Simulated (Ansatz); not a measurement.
# Quasiparticle gap of LuVO4 (I4_1/a)

How far does one-shot GW move the r2SCAN gap of LuVO4 (I4_1/a)?

Program: Ansatz 0.2.0. Level of theory: r2SCAN, then G0W0 on it, plane waves, PAW. Results are calculated unless marked as measured.

Report form: the programs' logs are mostly left out.

In doubt: one-shot GW on d or f shells is unsure (step 3), so the values of those runs are not to be relied on; masses and optical values from hybrid runs of this build are listed as unsure (in some of the runs), which bears on the screening that GW takes from such a start.

**1. Set-up**

Symmetry: I4_1/a, No. 88, tetragonal system. The conventional cell has a = 4.938 Å, b = 4.938 Å, c = 10.878 Å, α = 90.00°, β = 90.00°, γ = 90.00°. Lu has 8 O at 2.28 to 2.32 Å nearest. Nearest to V lie 4 O at 1.72 Å. Nearest to O lie 1 V at 1.72 Å and 2 Lu at 2.28 to 2.32 Å. Farther neighbours and most contacts between anions are not listed.

Structure file:

```cif
data_structure
_symmetry_space_group_name_H-M 'P 1'
_symmetry_Int_Tables_number 1
_cell_length_a 6.4637
_cell_length_b 6.4637
_cell_length_c 6.4637
_cell_angle_alpha 135.083
_cell_angle_beta 135.083
_cell_angle_gamma 65.402
_cell_volume 132.65
loop_
_atom_site_label
_atom_site_type_symbol
_atom_site_fract_x
_atom_site_fract_y
_atom_site_fract_z
_atom_site_occupancy
Lu1 Lu 0.50000 0.50000 0.00000 1
Lu2 Lu 0.25000 0.75000 0.50000 1
V3 V 0.00000 0.00000 0.00000 1
V4 V 0.75000 0.25000 0.50000 1
O5 O 0.92932 0.82625 0.59180 1
O6 O 0.57625 0.48445 0.39693 1
O7 O 0.08751 0.17932 0.60307 1
O8 O 0.23445 0.33751 0.40820 1
O9 O 0.51555 0.91249 0.09180 1
O10 O 0.66249 0.07068 0.89693 1
O11 O 0.17375 0.76555 0.10307 1
O12 O 0.82068 0.42375 0.90820 1
```

The cell is the Materials Project's (PBE, PBE+U or r2SCAN) relaxed one; the ions were relaxed with r2SCAN. Spin-orbit coupling is left out unless a step names it.

The logs state that the PAW files were generated under PBE.

**2. Bands along the symmetry lines**

Levels along a band path and on the mesh show where this functional puts the band edges.

This step: DFT, r2SCAN, plane waves, PAW; PAW set soft_1.

The input, input.yaml:

```yaml
crystal:
  lattice:
    - [-2.4692367723, 2.4692367723, 5.4391946445]
    - [2.4692367723, -2.4692367723, 5.4391946445]
    - [2.4692367723, 2.4692367723, -5.4391946445]
  atoms:
    - { symbol: Lu, position: [0.5, 0.5, 0.0] }
    - { symbol: Lu, position: [0.25, 0.75, 0.5] }
    - { symbol: V, position: [0.0, 0.0, 0.0] }
    - { symbol: V, position: [0.75, 0.25, 0.5] }
    - { symbol: O, position: [0.9293179326, 0.8262512803, 0.591803214] }
    - { symbol: O, position: [0.5762512803, 0.4844480663, 0.3969333477] }
    - { symbol: O, position: [0.0875147186, 0.1793179326, 0.6030666523] }
    - { symbol: O, position: [0.2344480663, 0.3375147186, 0.408196786] }
    - { symbol: O, position: [0.5155519337, 0.9124852814, 0.091803214] }
    - { symbol: O, position: [0.6624852814, 0.0706820674, 0.8969333477] }
    - { symbol: O, position: [0.1737487197, 0.7655519337, 0.1030666523] }
    - { symbol: O, position: [0.8206820674, 0.4237487197, 0.908196786] }
kpoints:
  mp_grid: { grid: [6, 6, 6] }
  band_path:
    path:
      - [[0.0, 0.0, 0.0], [0.0, 0.0, 0.5], [0.25, 0.25, 0.25], [0.0, 0.5, 0.0], [0.0, 0.0, 0.0], [0.5, 0.5, -0.5], [0.30152242, 0.69847758, -0.30152242]]
      - [[-0.30152242, 0.30152242, 0.30152242], [0.0, 0.0, 0.0]]
      - [[0.0, 0.0, 0.5], [-0.10304485, 0.10304485, 0.5]]
      - [[0.5, 0.5, -0.10304485], [0.5, 0.5, -0.5]]
    npoints: 10
hamiltonian:
  xc: r2scan
  pseudopotentials: { kind: paw, azcp: { folder: soft_1 } }
scf:
  occupations: { method: fermi_dirac, width: 0.02 }
  n_extra_bands: 8
output:
  eigenvalues: true
  write_density: true
  write_potential: true
  elf: true
  volumetric_format: npy
```

Run with:

```bash
$ ansatz run input.yaml --threads 4 --pin off --max-ram 138240MiB --backend cuda --events-out ev --progress --plain --runs-dir out --devices 1 --max-vram 26GiB
```

Run time: 16 s. Hardware: 1 × NVIDIA H100 80GB HBM3 (shared by 3 runs) with 4 threads of AMD EPYC 7R13 (Zen 3), shared host; peak memory 1.4 GiB; 15 s of CPU time.

This step gave:

```yaml
filled_bands: 62
gap: 2.961 eV
valence_top_at: Γ
conduction_bottom_at: Γ
least_direct_gap: 2.961 eV
```

Over mesh and path the gap is 2.961 eV, direct, at k = Γ.

Electronic bands along the path, in eV, zero at the top of the highest nominally filled band:

| point | band 59 | band 60 | band 61 | band 62 | band 63 | band 64 | band 65 | band 66 |
| --- | --- | --- | --- | --- | --- | --- | --- | --- |
| Γ | -0.75 | -0.36 | 0.00 | 0.00 | 2.96 | 3.41 | 3.63 | 3.70 |
| halfway | -0.66 | -0.48 | -0.46 | -0.23 | 3.20 | 3.55 | 3.63 | 3.93 |
| X | -0.55 | -0.55 | -0.42 | -0.42 | 3.23 | 3.23 | 3.92 | 3.92 |
| halfway | -0.55 | -0.55 | -0.43 | -0.43 | 3.23 | 3.23 | 3.92 | 3.92 |
| P | -0.55 | -0.55 | -0.45 | -0.45 | 3.23 | 3.23 | 3.92 | 3.92 |
| halfway | -0.76 | -0.61 | -0.37 | -0.32 | 3.27 | 3.44 | 3.73 | 3.90 |
| N | -0.70 | -0.67 | -0.37 | -0.34 | 3.42 | 3.51 | 3.64 | 3.86 |
| halfway | -0.82 | -0.50 | -0.23 | -0.11 | 3.17 | 3.50 | 3.64 | 3.79 |
| Γ | -0.75 | -0.36 | 0.00 | 0.00 | 2.96 | 3.41 | 3.63 | 3.70 |
| halfway | -0.81 | -0.27 | -0.03 | -0.03 | 3.01 | 3.28 | 3.54 | 3.62 |
| M | -0.48 | -0.48 | -0.09 | -0.09 | 3.12 | 3.12 | 3.49 | 3.49 |
| halfway | -0.52 | -0.42 | -0.25 | -0.11 | 3.21 | 3.28 | 3.50 | 3.56 |
| S | -0.67 | -0.62 | -0.32 | -0.19 | 3.41 | 3.43 | 3.62 | 3.72 |
| jump to S0 | -0.67 | -0.62 | -0.32 | -0.19 | 3.41 | 3.43 | 3.62 | 3.72 |
| halfway | -0.64 | -0.58 | -0.32 | -0.16 | 3.22 | 3.57 | 3.63 | 3.87 |
| Γ | -0.75 | -0.36 | 0.00 | 0.00 | 2.96 | 3.41 | 3.63 | 3.70 |
| jump to X | -0.55 | -0.55 | -0.42 | -0.42 | 3.23 | 3.23 | 3.92 | 3.92 |
| halfway | -0.58 | -0.56 | -0.41 | -0.39 | 3.20 | 3.28 | 3.88 | 3.92 |
| R | -0.61 | -0.58 | -0.38 | -0.34 | 3.20 | 3.35 | 3.81 | 3.88 |
| jump to G | -0.61 | -0.58 | -0.38 | -0.34 | 3.20 | 3.35 | 3.81 | 3.88 |
| halfway | -0.47 | -0.43 | -0.24 | -0.21 | 3.22 | 3.38 | 3.54 | 3.60 |
| M | -0.48 | -0.48 | -0.09 | -0.09 | 3.12 | 3.12 | 3.49 | 3.49 |

ELF in the ac plane of the conventional cell at fractional y = 0.000, with atoms of Lu and V within 0.2 Å of it. It is the smooth field of the valence electrons, not physical close to the nuclei.

Ten even steps from '0' (0.01) to '9' (0.84), each cell a mean:
```
87200000000158
32100000000113
00100000000010
00001111110000
00000255410000
00111588721110
02663477635641
04887333358861
03687410268751
32233200133212
97300000000168
99710000000499
99610100010389
75201100120047
10001100010001
01100123100110
01101689730110
00004999971000
00003899961000
00111367521100
02454211135531
12688610478741
53478610478635
87334300244258
```
Columns run along a (4.9 Å), rows up along c (10.9 Å), edges of the conventional cell, whose origin can differ from the input's. Atoms in or near the plane, at fractional coordinates: Lu at (0.00, 0.50), Lu at (0.50, 0.25), V at (0.00, 0.00), V at (0.50, 0.75).

Valence density in the ac plane of the conventional cell at fractional y = 0.000, with atoms of Lu and V within 0.2 Å of it. It is the smooth field of the valence electrons, not physical close to the nuclei.

Values in e/Å³, 24 rows by 14 columns, each cell a mean:
```
10  5  1  0  0  0  0  0  0  0  0  0  2  8
 2  1  0  0  0  0  0  0  0  0  0  0  0  1
 0  0  0  0  0  0  0  0  0  0  0  0  0  0
 0  0  0  0  0  0  0  0  0  0  0  0  0  0
 0  0  0  0  0  1  3  4  2  0  0  0  0  0
 0  0  0  0  0  3 11 13  6  1  0  0  0  0
 0  0  0  0  1  2  8 10  5  1  1  0  0  0
 0  0  1  1  1  1  1  2  1  1  1  1  0  0
 0  0  0  1  1  0  0  0  0  0  1  1  0  0
 1  0  0  0  0  0  0  0  0  0  0  0  0  1
 8  3  1  0  0  0  0  0  0  0  0  0  2  6
36 13  2  0  0  0  0  0  0  0  0  1  6 26
25  9  2  0  0  0  0  0  0  0  0  1  4 18
 3  2  0  0  0  0  0  0  0  0  0  0  1  3
 0  0  0  0  0  0  0  0  0  0  0  0  0  0
 0  0  0  0  0  0  0  1  0  0  0  0  0  0
 0  0  0  0  0  2  6  8  3  1  0  0  0  0
 0  0  0  0  1  6 26 36 13  2  0  0  0  0
 0  0  0  0  1  4 18 25  9  2  0  0  0  0
 0  0  0  0  0  1  3  3  2  0  0  0  0  0
 0  0  0  0  0  0  0  0  0  0  0  0  0  0
 0  0  1  1  1  0  0  0  0  1  1  1  0  0
 4  2  1  1  1  0  0  0  0  0  1  1  1  3
13  6  1  0  0  0  0  0  0  0  0  1  3 11
```
Columns run along a (4.9 Å), rows up along c (10.9 Å), edges of the conventional cell, whose origin can differ from the input's. Atoms in or near the plane, at fractional coordinates: Lu at (0.00, 0.50), Lu at (0.50, 0.25), V at (0.00, 0.00), V at (0.50, 0.75).

**3. One-shot GW**

G0W0 replaces the xc potential by a self-energy built once from the orbitals of the start. Levels are corrected in the window of bands that the input names, at points of the mesh.

This step: G0W0 on r2SCAN, plane waves, PAW.

Changes to input.yaml since step 2:

```diff
@@ -19,21 +19,13 @@
 kpoints:
-  mp_grid: { grid: [6, 6, 6] }
-  band_path:
-    path:
-      - [[0.0, 0.0, 0.0], [0.0, 0.0, 0.5], [0.25, 0.25, 0.25], [0.0, 0.5, 0.0], [0.0, 0.0, 0.0], [0.5, 0.5, -0.5], [0.30152242, 0.69847758, -0.30152242]]
-      - [[-0.30152242, 0.30152242, 0.30152242], [0.0, 0.0, 0.0]]
-      - [[0.0, 0.0, 0.5], [-0.10304485, 0.10304485, 0.5]]
-      - [[0.5, 0.5, -0.10304485], [0.5, 0.5, -0.5]]
-    npoints: 10
+  mp_grid: { grid: [4, 4, 4] }
 hamiltonian:
   xc: r2scan
-  pseudopotentials: { kind: paw, azcp: { folder: soft_1 } }
+  pseudopotentials: { kind: paw, source: ansatz }
 scf:
-  occupations: { method: fermi_dirac, width: 0.02 }
-  n_extra_bands: 8
-output:
-  eigenvalues: true
-  write_density: true
-  write_potential: true
-  elf: true
-  volumetric_format: npy
+  occupations: { method: fixed }
+gw:
+  n_empty_bands: 2231
+  ecut_chi: 380
+  qp_bands: [v4, c4]
+  qp_kpoints: band_edges
+  screening: { model: contour_deformation }
```

Wall time 9.5 min (1 × NVIDIA H100 80GB HBM3 (shared by 3 runs) with 4 threads); peak memory 19 GiB; 18 min of CPU time.

Numbers from this step:

```
bands summed                                    : 2293
RPA ε∞ on this mesh (eigenvalues)               : 4.289, 4.760, 4.760
plane waves in the screening matrix             : 2217
q-points in the mesh                            : 64
G0W0 gap over the corrected points              : 4.484 eV
k of the valence top                            : 0, 0, 0
k of the conduction bottom                      : 0, 0, 0
starting gap on the mesh                        : 2.945 eV
Z at the valence top                            : 0.7363
Z at the conduction bottom                      : 0.7278
least direct G0W0 gap over the corrected points : 4.484 eV
```

Over all 14 irreducible mesh points the G0W0 gap is 4.484 eV, direct, at k = Γ. The r2SCAN gap of this run on the mesh is 2.945 eV. The two states that bound the G0W0 gap lie that far apart at the start, so the correction of the gap is 4.484 − 2.945 = +1.539 eV. The start of this run differs from the step before in mesh (6×6×6 and 4×4×4), files (soft_1 PAW and hard PAW) and plane-wave cutoff (500 eV and 1050 eV).

Labels follow the order of the start: v1 is the top filled band, c1 the lowest empty one; levels that stay degenerate share a row, the window can cut a multiplet, doubted levels are not marked in this list, bands outside the window were not corrected, and the list may be a part of the corrected levels. Levels before and after the correction, in eV, zero at the valence-band top of each column:

|  | conduction bottom | valence top |
| --- | --- | --- |
| Kohn-Sham | 2.94 | 0.00 |
| G0W0 | 4.48 | 0.00 |

|  | level | occupation | energy (eV) |
| --- | --- | --- | --- |
| Kohn-Sham | Γ v4 | 2 | -0.755 |
| Kohn-Sham | Γ v3 | 2 | -0.361 |
| Kohn-Sham | Γ v2-v1 | 2 | 0.000 |
| Kohn-Sham | Γ c1 | 0 | 2.945 |
| Kohn-Sham | Γ c2 | 0 | 3.393 |
| Kohn-Sham | Γ c3 | 0 | 3.610 |
| Kohn-Sham | Γ c4 | 0 | 3.689 |
| G0W0 | Γ v4 | 2 | -0.924 |
| G0W0 | Γ v3 | 2 | -0.439 |
| G0W0 | Γ v2-v1 | 2 | 0.000 |
| G0W0 | Γ c1 | 0 | 4.484 |
| G0W0 | Γ c2 | 0 | 4.941 |
| G0W0 | Γ c3 | 0 | 5.157 |
| G0W0 | Γ c4 | 0 | 5.246 |

The parts of the quasiparticle energy for the two states that bound the G0W0 gap, in eV on the run's own scale (QP = start + Σx + Σc − Vxc, with Σc at the quasiparticle energy):

| edge | k | band | start | Σx | Σc | Vxc | Z | QP |
| --- | --- | --- | --- | --- | --- | --- | --- | --- |
| valence top | Γ | 61 | 10.220 | −27.501 | 4.119 | −22.684 | 0.736 | 9.523 |
| conduction bottom | Γ | 63 | 13.165 | −15.882 | −7.101 | −23.825 | 0.728 | 14.007 |

**4. Spin-orbit coupling**

This run has two-component orbitals with spin-orbit coupling.

This step: DFT, r2SCAN with spin-orbit coupling, plane waves, PAW; PAW set soft_1.

Changes to input.yaml since step 3:

```diff
@@ -19,13 +19,28 @@
 kpoints:
-  mp_grid: { grid: [4, 4, 4] }
+  mp_grid: { grid: [6, 6, 6] }
+  band_path:
+    path:
+      - [0.0, 0.0, 0.0]
+      - [0.0, 0.0, 0.5]
+      - [0.25, 0.25, 0.25]
+      - [0.0, 0.5, 0.0]
+      - [0.5, 0.5, -0.5]
+      - [0.30152242, 0.69847758, -0.30152242]
+      - [-0.30152242, 0.30152242, 0.30152242]
+      - [-0.10304485, 0.10304485, 0.5]
+    npoints: 1
 hamiltonian:
   xc: r2scan
-  pseudopotentials: { kind: paw, source: ansatz }
+  pseudopotentials: { kind: paw_fr, azcp: { folder: soft_1 } }
 scf:
   occupations: { method: fixed }
-gw:
-  n_empty_bands: 2231
-  ecut_chi: 380
-  qp_bands: [v4, c4]
-  qp_kpoints: band_edges
-  screening: { model: contour_deformation }
+  n_extra_bands: 16
+magnetization:
+  noncollinear: true
+  spin_orbit: true
+output:
+  eigenvalues: true
+  write_density: true
+  write_potential: true
+  elf: true
+  volumetric_format: npy
```

It took 22 s on 1 × NVIDIA H100 80GB HBM3 (shared by 3 runs) with 4 threads; peak memory 2 GiB; 27 s of CPU time.

Numbers from this step:

```
gap                  : 2.939 eV
valence top at       : Γ
conduction bottom at : Γ
least direct gap     : 2.939 eV
```

Over mesh and listed points the gap is 2.939 eV, direct, at k = Γ. r2SCAN+SOC against r2SCAN: 2.939 − 2.961 = −0.022 eV, with the same mesh, set of files (read in its fully relativistic form for the spin-orbit run) and cutoff, and both edges at the same k points. The spin-orbit run sees mesh and listed points alone, so its gap is an upper bound: the coupling can move an edge off these points, and the change over the zone, its sign included where it is small, is not known.

**5. The runs together**

Each gap is the least one over the points named; times are wall times on shared hosts, not benchmarks. A G0W0 time includes the run's own self-consistent start. Runs with listed points see these and the mesh alone, so an edge that moves elsewhere is missed. Rows marked * are further runs, not shown as steps, whose inputs differ from the G0W0 step on the same start in the columns given; solver thresholds can differ too.

| level | mesh | files, cutoff | bands summed, screening | points | gap (eV) | valence top | conduction bottom | least direct gap (eV) | time |
| --- | --- | --- | --- | --- | --- | --- | --- | --- | --- |
| r2SCAN | 6×6×6 | soft_1 PAW, 500 eV | - | mesh and path | 2.961 | Γ | Γ | 2.961 | 16 s |
| r2SCAN+SOC | 6×6×6 | soft_1 PAW, 500 eV | - | mesh and listed points | 2.939 | Γ | Γ | 2.939 | 22 s |
| G0W0@r2SCAN* | 4×4×4 | hard PAW, 1050 eV | 409, 110 eV | all 14 irreducible mesh points | 4.529 | Γ | Γ | 4.529 | 1.8 min |
| G0W0@r2SCAN* | 4×4×4 | hard PAW, 1050 eV | 850, 190 eV | all 14 irreducible mesh points | 4.492 | Γ | Γ | 4.492 | 2.9 min |
| G0W0@r2SCAN* | 4×4×4 | hard PAW, 1050 eV | 1398, 270 eV | all 14 irreducible mesh points | 4.491 | Γ | Γ | 4.491 | 4.9 min |
| G0W0@r2SCAN | 4×4×4 | hard PAW, 1050 eV | 2293, 380 eV | all 14 irreducible mesh points | 4.484 | Γ | Γ | 4.484 | 9.5 min |
| G0W0@r2SCAN* | 6×6×6 | hard PAW, 1050 eV | 409, 110 eV | all 36 irreducible mesh points | 4.527 | Γ | Γ | 4.527 | 9.5 min |

**6. Outcome**

```
r2SCAN gap over mesh and path                       : 2.961 eV, direct, at k = Γ
G0W0@r2SCAN gap over all 14 irreducible mesh points : 4.484 eV, direct, at k = Γ
r2SCAN+SOC gap over mesh and listed points          : 2.939 eV
estimated limit in bands and cutoff, on this mesh   : 4.473 eV
GW settings                                         : 4×4×4 mesh, 2231 empty bands, screening to 380 eV, hard PAW files
known limits                                        : finite bands, screening cutoff and k mesh; no spin-orbit coupling in G0W0; no spin polarisation
```

In words: Over all 14 irreducible mesh points the G0W0 gap is 4.484 eV, direct, at k = Γ. The r2SCAN gap of this run on the mesh is 2.945 eV. The two states that bound the G0W0 gap lie that far apart at the start, so the correction of the gap is 4.484 − 2.945 = +1.539 eV. The valence state moves by 9.523 − 10.220 = −0.697 eV and the conduction state by 14.007 − 13.165 = +0.842 eV, on the run's own scale; with 409 bands the edge states move by −0.146 and +1.438 eV, so the split between the edges depends on the bands and cutoff. Both edges that r2SCAN shows over mesh and path lie at k points where levels were corrected. Levels at other points were not corrected, so a lower G0W0 gap elsewhere in the zone is not ruled out. From 409 bands and 110 eV to 2293 bands and 380 eV the gap moves by 4.484 − 4.529 = −0.045 eV (rung by rung 4.529, 4.492, 4.491, 4.484 eV); bands and screening cutoff rise together, so their parts are not told apart. A line in one over the bands through the two highest rungs gives 4.484 + (4.484 − 4.491) × 1398 / (2293 − 1398) = 4.473 eV, and through the pair below 4.491 + (4.491 − 4.492) × 850 / (1398 − 850) = 4.489 eV. The two agree within 0.03 eV and the same two states bound the gap in each rung, so 4.473 eV is taken as an estimate of the limit on this mesh. With the 6×6×6 mesh in place of the 4×4×4 mesh and all else as in the G0W0@r2SCAN row with 409 bands, the gap differs by 4.527 − 4.529 = −0.002 eV, and that of the start by 2.945 − 2.945 = +0.000 eV. G0W0 on other starts in this series, not shown as steps and not all at these settings: 4.810 eV on HSE06 (4×4×4, hard PAW, 850 bands, 190 eV) and 5.074 eV on PBE0 (4×4×4, hard PAW, 850 bands, 190 eV). r2SCAN+SOC against r2SCAN: 2.939 − 2.961 = −0.022 eV, with the same mesh, set of files (read in its fully relativistic form for the spin-orbit run) and cutoff, and both edges at the same k points. The spin-orbit run sees mesh and listed points alone, so its gap is an upper bound: the coupling can move an edge off these points, and the change over the zone, its sign included where it is small, is not known. What spin-orbit coupling does to the G0W0 levels was not computed, so no sum with the G0W0 gap is formed. The G0W0 runs are scalar-relativistic. The runs have no spin polarisation, and the cell holds V; whether a magnetic state lies lower is not shown here. Where d states form a band edge, one-shot GW is known to depend on its start; the orbital character of the edges was not analysed here. The cell holds Lu; where the f levels lie against the gap was not analysed here. G0W0 is shown with one set of atomic data (hard PAW), so the error from the files is not known here.

[Paths, hosts, dates, memory and timing lines, banners, echoed tables and standing remarks are left out of the program output.]

[Logs are printed without paths, hosts, clocks, repeated set-up lines and the standing remarks that a program may print on its own settings, such as how far it seeks lower states.]

[Runs of the session that timed out or met a known fault of the program may be left out.]

[Cells called generated may have been cut or substituted from an entry of the Crystallography Open Database or the Materials Project.]

[Hosts, paths, dates, database ids (printed as entryN), source tags and the programs' standing remarks are cut or masked in the printed files.]

[Where an RPA ε∞ is given, it is that of the G0W0 mesh and is not shown converged in it. Names of k-points follow the symmetry that the program found, which can be lower than the space group named. Band edges on a path are those of the sampled points; other points can move an edge, and change direct to indirect where valleys lie close.]

[Hybrid gaps are those of their k-mesh and are not shown converged in it.]
